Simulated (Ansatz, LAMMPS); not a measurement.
**Structural relaxation of amorphous Si (164 atoms)**

How does amorphous Si (164 atoms) relax, and what do bonds, charges and levels look like afterwards?

Method: Kohn-Sham DFT, revPBE, PAW (set soft_2), plane waves, in Ansatz 0.2.0.

**What experiment says.** Si-Si coordination number quoted from the high-resolution X-ray diffraction study of Laaziri et al (as quoted in “Relationship between diffraction peak, network topology, and amorphous-forming ability in silicon and silica”, 2021, PMC8590056): number of Si about Si 3.9.

### Step 1. The structure

The cell holds 164 atoms: 164 Si. Its edges and angles: a = 15.076 Å, b = 15.076 Å, c = 15.076 Å, α = 90.0°, β = 90.0°, γ = 90.0°. 164 atoms (164 Si) placed at random at 2.23 g/cm³, melted at 3500 K for 10 ps at fixed volume with the Tersoff potential (Tersoff, Phys. Rev. B 39, 5566 (1989)). Quenched from 3500 K to 500 K at 200 K/ps and fixed volume, held 5 ps, then minimised at fixed cell.

What the set-up can't give: The quench rate of 200 K/ps is many orders above laboratory rates, so the cell is likely richer in defects and strain than a real sample. The starting topology of bonds comes from the classical model. Sampling is at Γ alone, for a cell whose shortest periodic width is 15 Å.

### Step 2. Single point at the start

The forces at the start show how far the geometry lies from a minimum of this functional.

Contents of input.yaml:

```yaml
crystal:
  lattice:
    - [15.0762, 0.0, 0.0]
    - [0.0, 15.0762, 0.0]
    - [0.0, 0.0, 15.0762]
  atoms:
    - { symbol: Si, position: [0.07782, 0.23104, 0.20643] }
    - { symbol: Si, position: [0.45444, 0.68816, 0.4256] }
    - { symbol: Si, position: [0.30046, 0.39288, 0.19259] }
    - { symbol: Si, position: [0.22667, 0.19172, 0.79444] }
    [... 154 atom lines left out ...]
    - { symbol: Si, position: [0.16694, 0.85754, 0.56524] }
    - { symbol: Si, position: [0.05839, 0.54761, 0.86408] }
    - { symbol: Si, position: [0.49197, 0.0831, 0.67423] }
    - { symbol: Si, position: [0.05137, 0.30584, 0.708] }
    - { symbol: Si, position: [0.79598, 0.61837, 0.50915] }
    - { symbol: Si, position: [0.6657, 0.15868, 0.48063] }
kpoints:
  mp_grid: { grid: [1, 1, 1] }
hamiltonian:
  xc: revpbe
scf:
  occupations: { method: gaussian, width: 0.05 }
output:
  forces: true
  stress: true
  populations: true
  dos:
    method: { smearing: { sigma: 0.15 } }
    de: 0.1
    projected: { site_lists: { Si: [Si] } }
  eigenvalues: true
```

Launch:

```bash
ansatz run input.yaml --threads 4 --pin off --max-ram 8192MiB --backend cpu --events-out ev --progress --plain --runs-dir out
```

Elapsed: 89 s, on 4 threads of Arm Neoverse V2, shared host; peak memory 4.4 GiB.

Read from the output:

| Item | Value |
| --- | --- |
| free energy | -104577.9044 eV |
| free energy per atom | -637.6701 eV/atom |
| SCF cycles | 12 |
| pressure | -0.1729 GPa |
| r.m.s. force component | 0.2445 eV/Å |
| longest force | 0.9629 eV/Å |
| Fermi energy | 6.061 eV |
| levels partly filled by over 2 per cent | 5 |
| spilling of the projection | 0.0125 |

The r.m.s. force component of 0.24 eV/Å and the pressure of -0.17 GPa set the starting point.

Neighbours are counted within 2.83 Å (Si-Si).

Length of the force by element and coordination:

```
element  coordination  atoms  mean length of the force (eV/Å)  spread  least   most
     Si           all    164                            0.387   0.171   0.05  0.963
     Si             3      5                            0.365  0.0987  0.259  0.544
     Si             4    124                            0.369   0.163   0.05  0.893
     Si             5     35                            0.456   0.190  0.159  0.963
```

### Step 3. Relaxation

With the cell held, the atoms are moved downhill towards a nearby minimum.

input.yaml, the sections that differ from step 2:

```yaml
output:
  forces: true
relax:
  f_tol: 0.03
  max_steps: 113
# crystal, kpoints, hamiltonian, scf: as in step 2
```

It took 33 min on 4 threads; peak memory 4.3 GiB.

Step by step (22 of 62):

```
step  energy less that of the first step (eV)  largest force component (eV/Å)
   1                                   0.0000                          0.8580
   4                                  -4.2814                          0.7056
   7                                  -6.1553                          0.6482
  10                                  -7.5263                          0.5839
  13                                  -8.6274                          0.5139
  16                                  -9.6145                          0.2786
  18                                 -10.0838                          0.4641
  21                                 -10.9216                          0.5754
  24                                 -11.9920                          0.4368
  27                                 -12.8231                          0.4260
  30                                 -13.6584                          0.5416
  33                                 -14.1210                          0.0751
  36                                 -14.1635                          0.0309
  39                                 -14.1731                          0.0304
  42                                 -14.4203                          0.2928
  45                                 -14.7700                          0.4033
  47                                 -15.0680                          0.3929
  50                                 -15.4600                          0.1898
  53                                 -15.5061                          0.0413
  56                                 -15.5342                          0.1602
  59                                 -15.5766                          0.2889
  62                                 -15.6082                          0.0296
```

Relaxation step 59 was tried and not accepted.

The atoms that moved most (Å):

| atom | dx | dy | dz | length |
| --- | --- | --- | --- | --- |
| Si92 | 1.320 | -0.812 | -0.367 | 1.593 |
| Si29 | -0.737 | -1.366 | 0.210 | 1.566 |
| Si87 | -0.746 | -0.297 | 1.269 | 1.502 |
| Si124 | -0.747 | -0.698 | -0.926 | 1.380 |
| Si38 | -1.007 | -0.703 | -0.262 | 1.255 |
| Si18 | -0.700 | 0.661 | 0.703 | 1.192 |
| Si110 | 1.132 | -0.121 | -0.256 | 1.167 |
| Si121 | -0.784 | -0.559 | -0.610 | 1.140 |

The relaxation changed the energy by -95.2 meV/atom, and atoms moved by 0.55 Å r.m.s., 1.6 Å at most.

### Step 4. Local order after relaxation

Bonds before and after, by the cutoffs listed below:

```csv
pair,bonds before,bonds after,mean before (Å),mean after (Å),spread before (Å),spread after (Å)
Si-Si,343,334,2.424,2.401,0.083,0.079
```

Density 2.23 g/cm³, 20.89 Å³ an atom.

Pair distribution function in bins of 0.2 Å:

| r (Å) | total |
| --- | --- |
| 2.20 | 0.12 |
| 2.40 | 5.39 |
| 2.60 | 0.32 |
| 2.80 | 0.06 |
| 3.00 | 0.12 |
| 3.20 | 0.28 |
| 3.40 | 0.84 |
| 3.60 | 1.48 |
| 3.80 | 1.87 |
| 4.00 | 1.69 |
| 4.20 | 1.12 |
| 4.40 | 0.92 |
| 4.60 | 0.65 |
| 4.80 | 0.64 |
| 5.00 | 0.75 |
| 5.20 | 0.91 |
| 5.40 | 1.02 |
| 5.60 | 1.19 |
| 5.80 | 1.25 |
| 6.00 | 1.07 |
| 6.20 | 0.93 |
| 6.40 | 0.85 |
| 6.60 | 0.92 |
| 6.80 | 0.95 |
| 7.00 | 0.99 |
| 7.20 | 1.15 |
| 7.40 | 1.06 |

Bonds by pair of elements; cutoffs follow the first minimum of g(r), held within bounds set by covalent radii, and pairs that aren't listed don't count as bonded:

```
pair A-B  cutoff (Å)  bonds  mean length (Å)  spread (Å)  shortest (Å)  B about A  A about B
   Si-Si        2.88    334             2.40       0.079          2.28       4.07       4.07
```

How many atoms have how many bonded neighbours:

```csv
element,mean,3,4,5
Si,4.07,1,150,13
```

Bond angles (no mean is given where the spread exceeds 20°):

```csv
angle,count,mean (°),spread (°)
Si-Si-Si,1033,108,16.1
```

Bond length by coordination (bonds to H left out):

```csv
element,coordination,atoms,mean bond length (Å)
Si,3,1,2.37
Si,4,150,2.39
Si,5,13,2.48
```

Rings of the network by King's shortest-path rule, up to 12 atoms, one path for each pair of neighbours; H, halogens, alkali and alkaline-earth atoms are left out, and the last column divides by all other atoms, bonded or not:

| ring size (atoms) | rings | per network atom |
| --- | --- | --- |
| 3 | 5 | 0.03 |
| 4 | 17 | 0.104 |
| 5 | 92 | 0.561 |
| 6 | 108 | 0.659 |
| 7 | 90 | 0.549 |
| 8 | 10 | 0.061 |
| 9 | 1 | 0.006 |

The first maximum of g(r) stands at about 2.4 Å. Counting bonds as in the table, 91 % of Si atoms have 4 bonded neighbours. The Si-Si-Si angle averages 108° with a spread of 16°. Bonds at Si atoms with 4 neighbours average 2.39 Å, against 2.48 Å at those with 5. Rings of 6 atoms are the most common (33 % of those counted); sizes run from 3 to 9.

### Step 5. Single point at the relaxed geometry

One more single point at the end of the walk gives the fuller output and checks the residual forces.

Contents of input.yaml:

```yaml
crystal:
  lattice:
    - [15.0762, 0.0, 0.0]
    - [0.0, 15.0762, 0.0]
    - [0.0, 0.0, 15.0762]
  atoms:
    - { symbol: Si, position: [0.08145, 0.22769, 0.19282] }
    - { symbol: Si, position: [0.44686, 0.67749, 0.43246] }
    - { symbol: Si, position: [0.2896, 0.40938, 0.17221] }
    - { symbol: Si, position: [0.21284, 0.20286, 0.80225] }
    [... 154 atom lines left out ...]
    - { symbol: Si, position: [0.17449, 0.86412, 0.57791] }
    - { symbol: Si, position: [0.05365, 0.55306, 0.87604] }
    - { symbol: Si, position: [0.50145, 0.07263, 0.68069] }
    - { symbol: Si, position: [0.04835, 0.36857, 0.71204] }
    - { symbol: Si, position: [0.78078, 0.60361, 0.49076] }
    - { symbol: Si, position: [0.67941, 0.15746, 0.47477] }
kpoints:
  mp_grid: { grid: [1, 1, 1] }
hamiltonian:
  xc: revpbe
scf:
  occupations: { method: gaussian, width: 0.05 }
output:
  forces: true
  stress: true
  populations: true
  dos:
    method: { smearing: { sigma: 0.08 } }
    de: 0.1
    projected: { site_lists: { Si: [Si] } }
  eigenvalues: true
  write_density: true
  write_potential: true
  volumetric_format: npy
```

Wall time 87 s (4 threads); peak memory 4.4 GiB; 5.7 min of CPU time.

The run gave:

| Property | Result |
| --- | --- |
| free energy | -104593.5126 eV |
| free energy per atom | -637.7653 eV/atom |
| SCF cycles | 10 |
| pressure | 0.5622 GPa |
| r.m.s. force component | 0.00356 eV/Å |
| longest force | 0.03325 eV/Å |
| Fermi energy | 5.989 eV |
| gap (highest filled to lowest empty level) | 0.2206 eV |
| spilling of the projection | 0.01162 |

The mean of these charges, 0.046 e, is only the charge that the projection spills.

Löwdin charges by element and coordination (they lack the spilled electrons, 0.046 e an atom on average):

```
element  coordination  atoms  mean charge (e)  spread    least     most
     Si           all    164           0.0465  0.0269  -0.0524    0.132
     Si             3      1          -0.0395       0  -0.0395  -0.0395
     Si             4    150           0.0456  0.0247  -0.0524    0.122
     Si             5     13           0.0628  0.0357  -0.0051    0.132
```

Density of states as counts of states in windows of 1 eV (from the Fermi level), total and the larger projections:

```csv
from (eV),to (eV),total,Si p,Si s
-13,-12,2.1,0.2,1.9
-12,-11,27.0,6.8,20.1
-11,-10,33.2,10.3,22.7
-10,-9,55.6,19.1,36.2
-9,-8,39.7,14.9,24.5
-8,-7,45.0,19.0,25.7
-7,-6,43.5,22.5,20.7
-6,-5,47.1,29.9,16.8
-5,-4,54.9,43.6,10.8
-4,-3,80.6,71.4,8.3
-3,-2,90.2,82.1,6.8
-2,-1,95.3,87.9,5.6
-1,0,41.9,37.1,3.6
0,1,37.2,24.8,9.3
1,2,80.9,51.9,18.7
2,3,96.5,61.8,17.0
```

The curve was stored every 0.100 eV, coarse against its broadening of 0.08 eV, so these counts are rough.

The levels nearest the highest filled one (over half full), pooled over k-points and spins:

```csv
level less the highest filled one (eV),occupation
-0.345,2
-0.275,2
-0.260,2
-0.117,2
-0.0377,2
0,2.00
0.221,0.002
0.423,0
0.459,0
0.575,0
0.662,0
0.710,0
```

Löwdin charges run from -0.05 to +0.13 e, about a mean that is the spilled charge alone. Within 0.4 eV of the Fermi level the largest share is Si p (81 % of the projected weight).

### Step 6. What came out

| Item | Value |
| --- | --- |
| energy change in the relaxation | -95.17 meV/atom |
| r.m.s. displacement | 0.546 Å |
| largest displacement | 1.593 Å |
| free energy per atom | -637.7653 eV/atom |
| pressure | 0.5622 GPa |
| r.m.s. force component | 0.00356 eV/Å |
| gap (highest filled to lowest empty level) | 0.2206 eV |
| wall time of the 3 DFT runs | 36 min |

What this shows: Relaxation lowers the energy by 95.2 meV/atom and moves atoms by 0.55 Å r.m.s.; the r.m.s. force component goes from 0.24 to 0.0036 eV/Å, the pressure goes from -0.17 to 0.56 GPa. By the final cutoffs 27 of 343 bonded pairs parted and 18 joined. First to last step the energy falls by 15.608 eV; the largest move, 1.59 Å, is that of Si92, with 1 other atom within 2 % of it. The Si-Si bonds go from 2.424 Å (spread 0.083) to 2.401 Å (spread 0.079), and their number from 343 to 334. Counting bonds as in the table, 91 % of Si atoms have 4 bonded neighbours. The highest filled and lowest empty levels differ by 0.221 eV (at Γ alone); a semilocal functional tends to put such gaps too low. In a disordered cell it changes from sample to sample, and tail or defect levels can set it.

Caveats: The network of bonds at the start is that of the classical potential that made the cell; in DFT 27 of its 343 bonded pairs passed out of the cutoffs and 18 came within them.

Against the measurements quoted at the start:

```csv
quantity,measured,this cell,difference,method of the measurement
number of Si about Si,3.9,4.07,+4.4 %,X-ray diffraction
```

The cell differs from the measured neighbour counts by up to 4.4 %. The network comes from the model that made the cell; in DFT 27 of its 343 bonded pairs passed out of the cutoffs and 18 came within them. Our coordination numbers hang on a cutoff, and experiments count neighbours in their own ways.

[Logs are printed without paths, hosts, clocks, repeated set-up lines and the standing remarks that a program may print on its own settings, such as how far it seeks lower states.]

[Hosts, paths, dates, database ids (printed as entryN), source tags and the programs' standing remarks are cut or masked in the printed files.]
